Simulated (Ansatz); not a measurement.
**1T-SnCl2 bilayer (AA) in a perpendicular field**

Wanted: the out-of-plane response of the 1T-SnCl2 bilayer (AA). A positive field points along +c.

Method: plane-wave DFT, PBE-D3(BJ), Ansatz PAW, in Ansatz 0.2.0.

Report form: inputs, costs, results and the conclusion, without the logs.

### 1. The structure

The cell holds 6 atoms: 4 Cl and 2 Sn. Cell: a = 3.284 Å, b = 3.284 Å, c = 48.424 Å, α = 90.0°, β = 90.0°, γ = 120.0°. Regions: layer 1: 1T-SnCl2, 3 atoms (2 Cl and 1 Sn); layer 2: 1T-SnCl2, 3 atoms (2 Cl and 1 Sn). Vacuum lies along c.

### 2. Relaxing the slab

The starting cell is a guess, so the in-plane lattice and the atoms are relaxed first, with the slab cut off from its images along the normal.

Input file input.yaml:

```yaml
crystal:
  lattice:
    - [3.284153, 0.0, 0.0]
    - [-1.6420765, 2.8441599279, 0.0]
    - [0.0, 0.0, 48.4238633585]
  atoms:
    - { symbol: Cl, position: [0.6666666667, 0.3333333333, 0.4099218572] }
    - { symbol: Sn, position: [0.0, 0.0, 0.4389564228] }
    - { symbol: Cl, position: [0.3333333333, 0.6666666667, 0.4679909885] }
    - { symbol: Cl, position: [0.6666666667, 0.3333333333, 0.5320090115] }
    - { symbol: Sn, position: [0.0, 0.0, 0.5610435772] }
    - { symbol: Cl, position: [0.3333333333, 0.6666666667, 0.5900781428] }
  periodic: [true, true, false]
kpoints:
  mp_grid: { grid: [12, 12, 1] }
hamiltonian:
  xc: pbe
  dispersion: d3bj
scf:
  occupations: { method: fermi_dirac, width: 0.05 }
  convergence: { dr2_threshold: 1.0e-09 }
relax:
  f_tol: 0.004
  max_steps: 90
  cell: {}
output:
  write_potential: true
  write_density: true
  volumetric_format: npy
```

Run with:

```
> ansatz run input.yaml --threads 2 --pin off --max-ram 3072MiB --backend cpu --events-out ev --progress --plain --runs-dir out
```

Elapsed: 3.6 min, on 2 threads of Arm Neoverse V1, shared host; peak memory 1 GiB; 7.2 min of CPU time.

Relaxation path:

| step | energy less that of the first step (eV) | largest force component (eV/Å) | volume (Å³) |
| --- | --- | --- | --- |
| 1 | 0.0000 | 7.4171 | 452.31 |
| 2 | -6.3712 | 4.0524 | 476.60 |
| 3 | -9.0644 | 1.6410 | 497.90 |
| 4 | -10.3698 | 0.5775 | 546.26 |
| 5 | -10.9766 | 0.1038 | 595.77 |
| 6 | -11.2837 | 0.0980 | 647.44 |
| 7 | -11.3620 | 0.0975 | 696.31 |
| 8 | -11.3662 | 0.0436 | 690.57 |
| 9 | -11.3672 | 0.0036 | 691.51 |
| 10 | -11.3672 | 0.0009 | 691.90 |
| 11* | -11.5087 | 0.0023 | 691.90 |
| 12 | -11.5764 | 0.0395 | 741.97 |
| 13 | -11.5710 | 0.0375 | 772.31 |
| 14 | -11.5801 | 0.0138 | 747.91 |
| 15 | -11.5819 | 0.0017 | 753.82 |
| 16 | -11.5820 | 0.0032 | 753.46 |
| 17* | -11.5837 | 0.0032 | 753.46 |

Relaxation steps marked * repeat the geometry before them on a plane-wave basis chosen anew for their cell, so energy and pressure can jump there. Relaxation step 13 was tried and not accepted.

Forces are held to the 12 operations that the program found; a distortion that breaks them can't arise in this run.

| cell as run | before | after | change |
| --- | --- | --- | --- |
| a (Å) | 3.284 | 4.239 | +29.1 % |
| b (Å) | 3.284 | 4.239 | +29.1 % |

The atoms that moved most (Å, along periodic axes as changes of fractional coordinates times the final cell, across vacuum about the mean position):

| atom | dx | dy | dz | length |
| --- | --- | --- | --- | --- |
| Cl3 | 0.000 | 0.000 | 0.139 | 0.139 |
| Cl4 | 0.000 | 0.000 | -0.139 | 0.139 |
| Cl6 | 0.000 | 0.000 | 0.061 | 0.061 |
| Cl1 | 0.000 | 0.000 | -0.061 | 0.061 |
| Sn5 | 0.000 | 0.000 | -0.043 | 0.043 |
| Sn2 | 0.000 | 0.000 | 0.043 | 0.043 |

The relaxed structure:

```cif
data_structure
_symmetry_space_group_name_H-M 'P 1'
_symmetry_Int_Tables_number 1
_cell_length_a 4.2387
_cell_length_b 4.2387
_cell_length_c 48.4239
_cell_angle_alpha 90.000
_cell_angle_beta 90.000
_cell_angle_gamma 120.000
_cell_volume 753.46
loop_
_atom_site_label
_atom_site_type_symbol
_atom_site_fract_x
_atom_site_fract_y
_atom_site_fract_z
_atom_site_occupancy
Cl1 Cl 0.66667 0.33333 0.40865 1
Sn2 Sn 0.00000 0.00000 0.43985 1
Cl3 Cl 0.33333 0.66667 0.47087 1
Cl4 Cl 0.66667 0.33333 0.52913 1
Sn5 Sn 0.00000 0.00000 0.56015 1
Cl6 Cl 0.33333 0.66667 0.59135 1
```

Numbers from this step:

```yaml
gap_on_the_k_mesh: 2.252 eV
```

The lattice constant a goes from 3.284 to 4.239 Å.

### 3. Atoms held, field 0, start network

A sawtooth potential applies the field, turning back in the middle of the vacuum. With the dipole correction the typed value is the field outside the slab. The induced dipole is small, so the SCF threshold is tight.

The cell differs from the one that the last finished run ended in (c 48.424 → 26.847 Å).

Input file input.yaml:

```yaml
crystal:
  lattice:
    - [4.2387220236, 0.0, 0.0]
    - [-2.1193610118, 3.670840952, 0.0]
    - [0.0, 0.0, 26.8468536843]
  atoms:
    - { symbol: Cl, position: [0.6666666667, 0.3333333333, 0.335234814] }
    - { symbol: Sn, position: [0.0, 0.0, 0.3915017707] }
    - { symbol: Cl, position: [0.3333333333, 0.6666666667, 0.4474594712] }
    - { symbol: Cl, position: [0.6666666667, 0.3333333333, 0.5525405288] }
    - { symbol: Sn, position: [0.0, 0.0, 0.6084982293] }
    - { symbol: Cl, position: [0.3333333333, 0.6666666667, 0.664765186] }
kpoints:
  mp_grid: { grid: [18, 18, 1] }
  band_path:
    path: [[0, 0, 0], [0.5, 0, 0], [0.33333333, 0.33333333, 0], [0, 0, 0]]
    npoints: 16
hamiltonian:
  xc: pbe
  dispersion: d3bj
scf:
  occupations: { method: fermi_dirac, width: 0.05 }
  convergence: { dr2_threshold: 1.0e-10 }
efield:
  axis: 3
  dipole_correction: true
  ramp_position: 0.97
  ramp_width: 0.06
  amplitude: 0
output:
  dos: { projected: true, e_range: [-6, 5] }
  bader: true
  write_potential: true
  write_density: true
  volumetric_format: npy
  elf: true
```

Elapsed: 61 s, on 2 threads; peak memory 0.91 GiB; 2 min of CPU time.

Read from the output:

```yaml
dipole_along_the_normal: -2.41e-6 e·Å
gap_along_the_path: 2.252 eV
smallest_direct_gap_along_the_path: 2.805 eV
ionisation_energy_upper_face: 6.657 eV
electron_affinity_upper_face: 4.405 eV
gap_the_smaller_of_path_and_mesh: 2.252 eV
```

Running mean over a fixed 2.5 Å (it still follows the layers) of the planar mean; the ramp of the sawtooth is left out. Electron's electrostatic potential energy less the Fermi level against z:

z (Å), electron's electrostatic potential energy less the Fermi level (eV) and a bar from the least value:
```
      3.5       5.48 ##############################
      4.0       5.48 ##############################
      4.5       5.48 ##############################
      5.0       5.48 ##############################
      5.5       5.48 ##############################
      6.0       5.47 ##############################
      6.5       5.42 ##############################
      7.0       5.17 #############################
      7.5       4.10 #########################
      8.0       2.35 ##################
      8.5       0.67 ############
      9.0      -0.80 ######
      9.5      -1.82 ##
     10.0      -2.36 
     10.5      -2.34 
     11.0      -2.39 
     11.5      -1.89 ##
     12.0      -0.89 ######
     12.5       0.48 ###########
     13.0       1.71 ################
     13.5       2.09 #################
     14.0       1.40 ##############
     14.5       0.04 #########
     15.0      -1.23 ####
     15.5      -2.12 #
     16.0      -2.39 
     16.5      -2.35 
     17.0      -2.29 
     17.5      -1.55 ###
     18.0      -0.39 ########
     18.5       1.16 ##############
     19.0       2.90 ####################
     19.5       4.54 ##########################
     20.0       5.30 #############################
     20.5       5.45 ##############################
     21.0       5.48 ##############################
     21.5       5.48 ##############################
     22.0       5.48 ##############################
     22.5       5.48 ##############################
     23.0       5.48 ##############################
     23.5       5.48 ##############################
```

The density of states has structure finer than the step of the table below, so its rows give means over 0.25 eV. Peaks (eV: height): -3.880: 16.6, -3.240: 37.7, -3.190: 34.0, -3.080: 19.9, -2.940: 39.5, -2.830: 17.3, -1.420: 15.4.

Density of states against energy, zero at the Fermi level of the run, which the smearing sets inside the gap; means over each step:

| energy (eV) | density of states (states/eV a cell) |
| --- | --- |
| -5.25 | 0 |
| -5.00 | 2.37 |
| -4.75 | 6.79 |
| -4.50 | 6.52 |
| -4.25 | 7.65 |
| -4.00 | 8.46 |
| -3.75 | 8.96 |
| -3.50 | 7.04 |
| -3.25 | 17.0 |
| -3.00 | 16.6 |
| -2.75 | 3.06 |
| -2.50 | 0 |
| -2.25 | 0.0470 |
| -2.00 | 0.356 |
| -1.75 | 2.43 |
| -1.50 | 10.6 |
| -1.25 | 2.38 |
| -1.00 | 0 |
| -0.75 | 0 |
| -0.50 | 0 |
| -0.25 | 0 |
| 0.00 | 0 |
| 0.25 | 0 |
| 0.50 | 0 |
| 0.75 | 0 |
| 1.00 | 0.0297 |
| 1.25 | 0.506 |
| 1.50 | 0.820 |
| 1.75 | 1.37 |
| 2.00 | 4.05 |
| 2.25 | 4.26 |

Projected DOS per atom over height of the atomic layer and energy from the Fermi level. Layers: Cl Sn Cl Cl Sn Cl from below.

Ten even steps from '0' (0.00 states/eV) to '9' (3.82 states/eV), each cell a mean:
```
030030
040040
010010
000000
000000
000000
000000
000000
000000
000000
434434
000000
000000
000000
909909
604406
415514
314413
323323
001100
000000
000000
```
Columns: height of the atomic layer (Å) from 9 to 17.8 (not evenly spaced); rows upwards: energy from the Fermi level (eV) from -5.96 to 2.59.

Electronic bands along the path, in eV, zero at the Fermi level of the run, which the smearing sets inside the gap:

| point | band 25 | band 26 | band 27 | band 28 | band 29 | band 30 | band 31 | band 32 |
| --- | --- | --- | --- | --- | --- | --- | --- | --- |
| Γ | -3.22 | -2.87 | -2.19 | -1.73 | 1.08 | 1.22 | 2.80 | 2.80 |
| halfway | -3.08 | -2.87 | -1.63 | -1.46 | 1.83 | 2.01 | 2.80 | 2.98 |
| M | -3.10 | -3.05 | -1.65 | -1.58 | 2.04 | 2.09 | 3.49 | 3.61 |
| halfway | -3.05 | -2.95 | -1.44 | -1.38 | 2.47 | 2.52 | 3.35 | 3.44 |
| K | -2.96 | -2.96 | -1.36 | -1.17 | 3.04 | 3.04 | 3.26 | 3.26 |
| halfway | -3.03 | -2.86 | -1.49 | -1.44 | 2.24 | 2.40 | 2.52 | 2.78 |
| Γ | -3.22 | -2.87 | -2.19 | -1.73 | 1.08 | 1.22 | 2.80 | 2.80 |

Valence density in the ca plane at fractional y = 0.000, with atoms of Sn within 0.2 Å of it. It is the smooth field of the valence electrons, not physical close to the nuclei.

Ten steps, logarithmic in the rise over the least value, from '0' (0 e/Å³) to '9' (14 e/Å³), each cell a mean:
```
00000000000000000000024798521000000002589852
00000000000000000000013565310000000001356531
00000000000000000000011222111000000001122211
00000000000000000001111111111100000111111111
00000000000000000001111000111110001111100011
00000000000000000011111000111110001111100011
00000000000000000001111101111110000111110111
00000000000000000000111111111000000011111111
00000000000000000000012343210000000001234321
00000000000000000000014687421000000002467742
00000000000000000000025899631000000002589862
```
Columns run along c (16.0 Å, from fractional 0.07 to 0.66 of the cell), rows up along a (4.2 Å). Atoms in or near the plane, at fractional coordinates: Sn at (0.39, 0.00), Sn at (0.61, 0.00).

Electrostatic potential energy in the ca plane at fractional y = 0.000, with atoms of Sn within 0.2 Å of it. With pseudopotentials it is smooth inside the atoms' cores, unlike the true potential.

Ten even steps from '0' (-18 eV) to '9' (4 eV), each cell a mean:
```
99999999999999999998740799137899999874079813
99999999999999999999862020157899999986102015
99999999999999999999876323578999999987632357
99999999999999999999888777888999999988877788
99999999999999999999888888888899999988888888
99999999999999999998888888888899999888888888
99999999999999999999888888888999999988888888
99999999999999999999887656788999999988765678
99999999999999999999874100368999999987300036
99999999999999999999750375047899999875047404
99999999999999999998731899226899999873199922
```
Columns run along c (16.0 Å, from fractional 0.07 to 0.66 of the cell; values clipped at the 3rd and 97th percentile), rows up along a (4.2 Å). Atoms in or near the plane, at fractional coordinates: Sn at (0.39, 0.00), Sn at (0.61, 0.00).

ELF in the ca plane at fractional y = 0.000, with atoms of Sn within 0.2 Å of it. It is the smooth field of the valence electrons, not physical close to the nuclei.

Ten even steps from '0' (0.00) to '9' (0.71), each cell a mean:
```
00000000000000000000244100453100000024410144
00000000000000000000134434432000000013443443
00000000000000000122223444322210001222344432
00000000000000001356642222235641014664222224
00000000000000013589984101379972016997410137
00000000000000013689985101489972016998510148
00000000000000012478863111258861015886311125
00000000000000001234422333223430002432233322
00000000000000000001124455431100000112455543
00000000000000000000245312442000000024521244
00000000000000000000344100353100000035400045
```
Columns run along c (16.0 Å, from fractional 0.07 to 0.66 of the cell), rows up along a (4.2 Å). Atoms in or near the plane, at fractional coordinates: Sn at (0.39, 0.00), Sn at (0.61, 0.00).

The gap is 2.25 eV, with the valence edge 6.66 eV and the conduction edge 4.40 eV under the upper vacuum level.

### 4. Single point, field 0.03 V/Å

Edit input.yaml of step 3 so:

```diff
@@ -28,6 +28,4 @@
   ramp_width: 0.06
-  amplitude: 0
+  amplitude: 0.03
 output:
-  dos: { projected: true, e_range: [-6, 5] }
-  bader: true
   write_potential: true
@@ -35,2 +33 @@
   volumetric_format: npy
-  elf: true
```

The job ended after 48 s (2 threads; peak memory 0.89 GiB; 96 s of CPU time).

The dipole is 0.0211 e·Å, and the gap 2.243 eV.

### 5. Atoms held, field -0.03 V/Å

Edit input.yaml of step 4 so:

```diff
@@ -28,3 +28,3 @@
   ramp_width: 0.06
-  amplitude: 0.03
+  amplitude: -0.03
 output:
```

Wall time 48 s (2 threads); peak memory 0.89 GiB; 96 s of CPU time.

The dipole is -0.0211 e·Å, and the gap 2.243 eV.

### 6. Single point, field 0.15 V/Å

Edit input.yaml of step 5 so:

```diff
@@ -26,5 +26,5 @@
   dipole_correction: true
-  ramp_position: 0.97
-  ramp_width: 0.06
-  amplitude: -0.03
+  ramp_position: 0.9523
+  ramp_width: 0.0954
+  amplitude: 0.15
 output:
```

Elapsed: 51 s, on 2 threads; peak memory 0.89 GiB; 1.7 min of CPU time.

The dipole is 0.106 e·Å, and the gap 2.103 eV.

### 7. Atoms held, field 0.25 V/Å

Edit input.yaml of step 6 so:

```diff
@@ -28,3 +28,3 @@
   ramp_width: 0.0954
-  amplitude: 0.15
+  amplitude: 0.25
 output:
```

The job ended after 50 s (2 threads; peak memory 0.89 GiB; 99 s of CPU time).

The dipole is 0.176 e·Å, and the gap 1.943 eV.

### 8. Single point, field -0.25 V/Å

Edit input.yaml of step 7 so:

```diff
@@ -28,4 +28,6 @@
   ramp_width: 0.0954
-  amplitude: 0.25
+  amplitude: -0.25
 output:
+  dos: { projected: true, e_range: [-6, 5] }
+  bader: true
   write_potential: true
@@ -33 +35,2 @@
   volumetric_format: npy
+  elf: true
```

Elapsed: 66 s, on 2 threads; peak memory 0.89 GiB.

The dipole is -0.176 e·Å, and the gap 1.943 eV.

### 9. Response, atoms held

This step: plane-wave DFT, PBE-D3(BJ), Ansatz PAW; response to a field along the normal, atoms held (Ansatz 0.2.0).

The dipoles give the slope, and the difference of two potentials shows where the field is screened.

Numbers from this step:

* equivalent conductor thickness p/(ε₀AE): 8.180 Å
* distance between the outer atoms: 8.847 Å

Dipole of the cell against applied field:

| applied field (V/Å) | dipole of the cell (e·Å) |
| --- | --- |
| -0.250 | -0.176 |
| -0.030 | -0.0211 |
| 0.000 | -2.4e-6 |
| 0.030 | 0.0211 |
| 0.150 | 0.106 |
| 0.250 | 0.176 |

Local field over the applied field, running mean. From the potentials at -0.03 and 0.03 V/Å; running mean over 2.5 Å. Local field over applied field against z:

z (Å), local field over applied field and a bar from the least value:
```
      4.5      1.000 ##############################
      5.0      0.999 ##############################
      5.5      0.996 ##############################
      6.0      0.986 ##############################
      6.5      0.958 #############################
      7.0      0.890 ##########################
      7.5      0.772 ######################
      8.0      0.622 #################
      8.5      0.459 ###########
      9.0      0.309 ######
      9.5      0.203 ###
     10.0      0.144 #
     10.5      0.125 
     11.0      0.144 #
     11.5      0.201 ###
     12.0      0.294 ######
     12.5      0.405 ##########
     13.0      0.484 ############
     13.5      0.504 #############
     14.0      0.466 ############
     14.5      0.372 ########
     15.0      0.262 #####
     15.5      0.180 ##
     16.0      0.134 
     16.5      0.127 
     17.0      0.157 #
     17.5      0.230 ####
     18.0      0.352 ########
     18.5      0.509 #############
     19.0      0.670 ###################
     19.5      0.812 ########################
     20.0      0.916 ###########################
     20.5      0.970 #############################
     21.0      0.990 ##############################
     21.5      0.997 ##############################
     22.0      0.999 ##############################
     22.5      1.000 ##############################
```

[end of part 1 of 2]

[Long decimals in the printed logs are rounded to 6 places.]

[Logs are printed without paths, hosts, clocks, repeated set-up lines and the standing remarks that a program may print on its own settings, such as how far it seeks lower states.]

[Hosts, paths, dates, database ids (printed as entryN), source tags and the programs' standing remarks are cut or masked in the printed files.]

[Maps of the electrostatic potential energy from Ansatz leave out the sawtooth potential of an applied field or a dipole correction, so their vacuum need not be flat; planar profiles and work functions include it.]

[The density of states shown here was stored with 400 of the rows of the run's finer table, so its peaks can read low, often by over a quarter, or be missed, and its means over a window can be off by a tenth or more.]
